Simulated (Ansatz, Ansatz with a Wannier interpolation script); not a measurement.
**KRb2RhF6 (Fm-3m): what limits a Wannier interpolation of GW**

Wanted: errors and cost of interpolated bands of KRb2RhF6 (Fm-3m) under coarser or faulty settings.

Calculated with Ansatz 0.2.0; maximally localised Wannier functions, LDA, plane waves, PAW.

Most raw output is cut from this account.

## (1) Starting point

Symmetry: Fm-3m, No. 225, cubic system. The conventional cell has a = 8.876 Å, b = 8.876 Å, c = 8.876 Å, α = 90.00°, β = 90.00°, γ = 90.00°. Nearest to K lie 6 F at 2.45 Å. Rb has 12 F at 3.15 Å nearest. Nearest to Rh lie 6 F at 1.99 Å. Nearest to F lie 1 Rh at 1.99 Å and 1 K at 2.45 Å and 4 Rb at 3.15 Å. Farther neighbours and most contacts between anions are not listed.

The cell and positions come from the Crystallography Open Database and are kept as given unless a step says otherwise. The default PAW set here is soft_2. Its files were made with PBE.

## (2) Wannier model on 8×8×8

Input file input.yaml:

```yaml
crystal:
  lattice:
    - [0.0, 4.438, 4.438]
    - [4.438, 0.0, 4.438]
    - [4.438, 4.438, 0.0]
  atoms:
    - { symbol: K, position: [0.5, 0.5, 0.5] }
    - { symbol: Rb, position: [0.25, 0.25, 0.25] }
    - { symbol: Rb, position: [0.75, 0.75, 0.75] }
    - { symbol: Rh, position: [0.0, 0.0, 0.0] }
    - { symbol: F, position: [0.776, 0.224, 0.224] }
    - { symbol: F, position: [0.224, 0.776, 0.224] }
    - { symbol: F, position: [0.224, 0.776, 0.776] }
    - { symbol: F, position: [0.776, 0.224, 0.776] }
    - { symbol: F, position: [0.224, 0.224, 0.776] }
    - { symbol: F, position: [0.776, 0.776, 0.224] }
kpoints:
  mp_grid: { grid: [4, 4, 4] }
hamiltonian:
  xc: lda
scf:
  occupations: { method: fixed }
  n_extra_bands: 92
output:
  wannier:
    kmesh: [8, 8, 8]
    projections: [{ species: F, l: p, shell: 2 }, { species: Rh, l: d, shell: 4 }]
    minimise: true
    write_hr: true
    seedname: w
    conv_tol: 1.0e-07
    max_iter: 4000
    disentanglement:
      window: [0.74, 14.18]
      frozen_window: [0.74, 8.25]
      conv_tol: 1.0e-08
```

On the command line:

```
$ ansatz run input.yaml --threads 16 --pin off --max-ram 27648MiB --backend cpu --events-out ev --progress --plain --runs-dir out
```

It took 39 s on 16 threads of Arm Neoverse N1, shared host; peak memory 5 GiB.

The run ended with an error after its SCF cycle had converged; no result of it is taken.

The program's message: “Error: <dir> a combination of the trial orbitals is all but absent from every band inside the outer window at ik = 36: its weight there is 5.1e-15 of the largest combination's or less, which the compu …”

## (3) Wannier model on 8×8×8

Localised functions give a small Hamiltonian that interpolates between mesh points at no cost.

input.yaml, as its differences from that of step 2:

```diff
@@ -26,3 +26,6 @@
     kmesh: [8, 8, 8]
-    projections: [{ species: F, l: p, shell: 2 }, { species: Rh, l: d, shell: 4 }]
+    projections:
+      - { species: F, l: p, shell: 2 }
+      - { species: Rb, l: s, shell: 5 }
+      - { species: Rh, l: d, shell: 4 }
     minimise: true
@@ -33,4 +36,4 @@
     disentanglement:
-      window: [0.74, 14.18]
-      frozen_window: [0.74, 8.25]
+      window: [0.74, 29.21]
+      frozen_window: [0.74, 10.85]
       conv_tol: 1.0e-08
```

Elapsed: 1.8 min, on 16 threads; peak memory 5 GiB; 14 min of CPU time.

This step gave:

| Property | Result |
| --- | --- |
| gauge-invariant spread | 62.18 Å² |
| diagonal spread | 0.03090 Å² |
| off-diagonal spread | 16.20 Å² |
| total spread | 78.42 Å² |
| least projectability | 1.60e-4 |
| localisation steps | 122 |
| disentanglement steps | 843 |
| r.m.s. interpolation error | 0.001000 eV |
| r.m.s. error near the gap | 0.001522 eV |

Near the gap the model misses directly solved bands by 1.5 meV r.m.s. and by 18 meV at most in the window tested. This tests the starting bands, not the corrections carried with them.

Frozen up to 6.00 eV; above it the model need not follow the bands. Electronic bands along the path, in eV, zero at the valence-band top:

| point | band 40 | band 41 | band 42 | band 43 | band 44 | band 45 | band 46 | band 47 |
| --- | --- | --- | --- | --- | --- | --- | --- | --- |
| Γ | -3.09 | -0.14 | -0.14 | -0.14 | 2.14 | 2.14 | 3.42 | 6.57 |
| halfway | -3.09 | -0.16 | -0.06 | -0.06 | 2.15 | 2.20 | 4.27 | 7.68 |
| X | -3.10 | -0.19 | 0.00 | 0.00 | 2.00 | 2.16 | 5.51 | 6.88 |
| halfway | -3.11 | -0.17 | -0.01 | 0.00 | 2.02 | 2.18 | 5.59 | 6.74 |
| U | -3.14 | -0.13 | -0.03 | -0.02 | 2.07 | 2.23 | 5.82 | 6.10 |
| jump to K | -3.14 | -0.13 | -0.03 | -0.02 | 2.07 | 2.23 | 5.82 | 6.10 |
| halfway | -3.15 | -0.11 | -0.09 | -0.07 | 2.17 | 2.27 | 4.36 | 7.81 |
| Γ | -3.09 | -0.14 | -0.14 | -0.14 | 2.14 | 2.14 | 3.42 | 6.57 |
| halfway | -3.13 | -0.12 | -0.10 | -0.10 | 2.22 | 2.22 | 4.07 | 7.82 |
| L | -3.19 | -0.09 | -0.06 | -0.06 | 2.30 | 2.30 | 5.48 | 5.52 |
| halfway | -3.20 | -0.09 | -0.07 | -0.03 | 2.17 | 2.27 | 5.70 | 5.77 |
| W | -3.21 | -0.09 | -0.09 | 0.00 | 2.04 | 2.25 | 6.04 | 6.04 |
| halfway | -3.12 | -0.16 | -0.02 | 0.00 | 2.03 | 2.20 | 5.67 | 6.65 |
| X | -3.10 | -0.19 | 0.00 | 0.00 | 2.00 | 2.16 | 5.51 | 6.88 |

The same for Kohn-Sham, solved directly:

| point | band 40 | band 41 | band 42 | band 43 | band 44 | band 45 | band 46 | band 47 |
| --- | --- | --- | --- | --- | --- | --- | --- | --- |
| Γ | -3.09 | -0.14 | -0.14 | -0.14 | 2.14 | 2.14 | 3.42 | 6.12 |
| X | -3.10 | -0.19 | 0.00 | 0.00 | 2.00 | 2.16 | 5.51 | 6.46 |
| U | -3.14 | -0.13 | -0.03 | -0.02 | 2.07 | 2.23 | 5.82 | 6.07 |
| K | -3.14 | -0.13 | -0.03 | -0.02 | 2.07 | 2.23 | 5.82 | 6.07 |
| Γ | -3.09 | -0.14 | -0.14 | -0.14 | 2.14 | 2.14 | 3.42 | 6.12 |
| L | -3.19 | -0.09 | -0.06 | -0.06 | 2.30 | 2.30 | 5.48 | 5.52 |
| W | -3.21 | -0.09 | -0.09 | 0.00 | 2.04 | 2.25 | 6.04 | 6.04 |
| X | -3.10 | -0.19 | 0.00 | 0.00 | 2.00 | 2.16 | 5.51 | 6.46 |

## (4) Wannier model on 4×4×4

input.yaml, as its differences from that of step 3:

```diff
@@ -25,3 +25,3 @@
   wannier:
-    kmesh: [8, 8, 8]
+    kmesh: [4, 4, 4]
     projections:
```

Elapsed: 28 s, on 16 threads; peak memory 1.6 GiB; 5.7 min of CPU time.

Numbers from this step:

* gauge-invariant spread: 46.81 Å²
* diagonal spread: 0.01497 Å²
* off-diagonal spread: 6.020 Å²
* total spread: 52.84 Å²
* least projectability: 1.91e-5
* localisation steps: 104
* disentanglement steps: 4446
* r.m.s. interpolation error: 0.004328 eV
* r.m.s. error near the gap: 0.006727 eV

Near the gap the model misses directly solved bands by 6.7 meV r.m.s. and by 77 meV at most in the window tested. This tests the starting bands, not the corrections carried with them.

Frozen up to 6.00 eV; above it the model need not follow the bands. The electronic bands at the labelled points (eV, zero at the valence-band top; v1 is the highest filled band, c1 the lowest empty one):

| point | v4 | v3 | v2 | v1 | c1 | c2 | c3 | c4 |
| --- | --- | --- | --- | --- | --- | --- | --- | --- |
| Γ | -3.09 | -0.14 | -0.14 | -0.14 | 2.14 | 2.14 | 3.42 | 6.32 |
| halfway | -3.09 | -0.16 | -0.06 | -0.06 | 2.15 | 2.20 | 4.27 | 7.59 |
| X | -3.10 | -0.19 | 0.00 | 0.00 | 2.00 | 2.16 | 5.51 | 6.81 |
| halfway | -3.11 | -0.17 | -0.01 | 0.00 | 2.02 | 2.18 | 5.59 | 6.69 |
| U | -3.15 | -0.13 | -0.03 | -0.02 | 2.07 | 2.23 | 5.83 | 6.06 |
| jump to K | -3.15 | -0.13 | -0.03 | -0.02 | 2.07 | 2.23 | 5.83 | 6.06 |
| halfway | -3.15 | -0.11 | -0.09 | -0.07 | 2.17 | 2.27 | 4.37 | 7.59 |
| Γ | -3.09 | -0.14 | -0.14 | -0.14 | 2.14 | 2.14 | 3.42 | 6.32 |
| halfway | -3.13 | -0.12 | -0.10 | -0.10 | 2.22 | 2.22 | 4.07 | 7.46 |
| L | -3.19 | -0.09 | -0.06 | -0.06 | 2.30 | 2.30 | 5.48 | 5.52 |
| halfway | -3.20 | -0.09 | -0.07 | -0.03 | 2.17 | 2.27 | 5.68 | 5.75 |
| W | -3.21 | -0.09 | -0.09 | 0.00 | 2.04 | 2.25 | 6.04 | 6.04 |
| halfway | -3.12 | -0.16 | -0.02 | 0.00 | 2.03 | 2.20 | 5.66 | 6.64 |
| X | -3.10 | -0.19 | 0.00 | 0.00 | 2.00 | 2.16 | 5.51 | 6.81 |

The same for Kohn-Sham, solved directly:

| point | v4 | v3 | v2 | v1 | c1 | c2 | c3 | c4 |
| --- | --- | --- | --- | --- | --- | --- | --- | --- |
| Γ | -3.09 | -0.14 | -0.14 | -0.14 | 2.14 | 2.14 | 3.42 | 6.12 |
| X | -3.10 | -0.19 | 0.00 | 0.00 | 2.00 | 2.16 | 5.51 | 6.46 |
| U | -3.14 | -0.13 | -0.03 | -0.02 | 2.07 | 2.23 | 5.82 | 6.07 |
| K | -3.14 | -0.13 | -0.03 | -0.02 | 2.07 | 2.23 | 5.82 | 6.07 |
| Γ | -3.09 | -0.14 | -0.14 | -0.14 | 2.14 | 2.14 | 3.42 | 6.12 |
| L | -3.19 | -0.09 | -0.06 | -0.06 | 2.30 | 2.30 | 5.48 | 5.52 |
| W | -3.21 | -0.09 | -0.09 | 0.00 | 2.04 | 2.25 | 6.04 | 6.04 |
| X | -3.10 | -0.19 | 0.00 | 0.00 | 2.00 | 2.16 | 5.51 | 6.46 |

## (5) A faulty Wannier input

input.yaml, as its differences from that of step 4:

```diff
@@ -37,3 +37,3 @@
       window: [0.74, 29.21]
-      frozen_window: [0.74, 10.85]
+      frozen_window: [0.74, 28.71]
       conv_tol: 1.0e-08
```

The job ended after 12 s (16 threads; peak memory 1.6 GiB).

The run ended with an error after its SCF cycle had converged; no result of it is taken.

The program's message: “Error: <dir> frozen window holds 67 > num_wann = 25 bands at ik = 0 (ik counts from 0, the k-points of the .win, .mmn and .eig files from 1)”

The fault put into this input: a frozen window with more states than functions.

## (6) G0W0: 4×4×4 mesh, 729 empty bands, screening to 150 eV

Now the one-shot GW correction: screening in the RPA, then the self-energy of the levels asked for.

This step: G0W0 on LDA, plane waves, PAW.

input.yaml, the sections that differ from step 5:

```yaml
scf:
  occupations: { method: fixed }
gw:
  n_empty_bands: 729
  ecut_chi: 150.0
  qp_bands: [v12, c4]
  screening: { model: contour_deformation }
# crystal, kpoints, hamiltonian: as in step 5
# output: removed
```

Wall time 11 min (16 threads); peak memory 7.3 GiB; 2.6 h of CPU time.

The G0W0 gap on the mesh is 5.597 eV.

## (7) G0W0: 2×2×2 mesh, 729 empty bands, screening to 150 eV

input.yaml, as its differences from that of step 6:

```diff
@@ -17,3 +17,3 @@
 kpoints:
-  mp_grid: { grid: [4, 4, 4] }
+  mp_grid: { grid: [2, 2, 2] }
 hamiltonian:
```

The job ended after 69 s (16 threads; peak memory 3 GiB).

The G0W0 gap on the mesh is 5.604 eV.

## (8) G0W0: 4×4×4 mesh, 338 empty bands, screening to 90 eV, plasmon pole

input.yaml, as its differences from that of step 7:

```diff
@@ -17,3 +17,3 @@
 kpoints:
-  mp_grid: { grid: [2, 2, 2] }
+  mp_grid: { grid: [4, 4, 4] }
 hamiltonian:
@@ -23,5 +23,5 @@
 gw:
-  n_empty_bands: 729
-  ecut_chi: 150.0
+  n_empty_bands: 338
+  ecut_chi: 90
   qp_bands: [v12, c4]
-  screening: { model: contour_deformation }
+  screening: { model: godby_needs }
```

Elapsed: 2.2 min, on 16 threads; peak memory 2.5 GiB.

The G0W0 gap on the mesh is 5.787 eV.

## (9) Interpolated results

Times are wall times on 16 threads of Arm Neoverse N1, shared host, good to a factor of about two.

| GW mesh | empty bands | cutoff (eV) | frequency | gap on mesh (eV) | gap over zone (eV) | direct gap (eV) | valence width (eV) | GW time |
| --- | --- | --- | --- | --- | --- | --- | --- | --- |
| 4×4×4 | 729 | 150 | contour deformation | 5.597 | 5.597 | 5.597 | 4.272 | 11 min |
| 2×2×2 | 729 | 150 | contour deformation | 5.604 | 5.604 | 5.604 | 4.280 | 69 s |
| 4×4×4 | 338 | 90 | plasmon pole | 5.787 | 5.787 | 5.787 | 4.463 | 2.2 min |

## (10) What came out

| Property | Result |
| --- | --- |
| 4×4×4 mesh, 729 empty bands, screening to 150 eV | 5.60 eV |
| 2×2×2 mesh, 729 empty bands, screening to 150 eV | 5.60 eV |
| 4×4×4 mesh, 338 empty bands, screening to 90 eV, plasmon pole | 5.79 eV |

What this shows: The largest change, +0.19 eV in the gap over the zone, comes with 4×4×4 mesh, 338 empty bands, screening to 90 eV, plasmon pole. The first run is a reference, not a converged one, and where a row moves several settings no single cause can be named. Rows on another GW mesh add that mesh's corrections to the bands of the one model. With 2×2×2 mesh, 729 empty bands, screening to 150 eV the gap over the zone moves by +0.01 eV and that on the mesh by +0.01 eV. With 4×4×4 mesh, 338 empty bands, screening to 90 eV, plasmon pole the gap over the zone moves by +0.19 eV and that on the mesh by +0.19 eV. Gaps over the zone and on the mesh differ where an edge lies off the mesh, or where a GW run starts from another density: the starting gap over the zone is 2.001 eV, on the GW meshes it is 2.001 eV. The runs have no spin polarisation. For a closed low-spin shell that is the natural state; where a d or f shell is open it is a constraint, and the gap is then not the crystal's own. With d states at the gap, one-shot GW leans hard on its start. The many-body steps are scalar-relativistic: spin-orbit coupling is not in them.

[Paths, hosts, dates, memory and timing lines, banners, echoed tables and standing remarks are left out of the program output.]

[Logs are printed without paths, hosts, clocks, repeated set-up lines and the standing remarks that a program may print on its own settings, such as how far it seeks lower states.]

[Runs of the session that timed out or met a known fault of the program may be left out.]

[Hosts, paths, dates, database ids (printed as entryN), source tags and the programs' standing remarks are cut or masked in the printed files.]
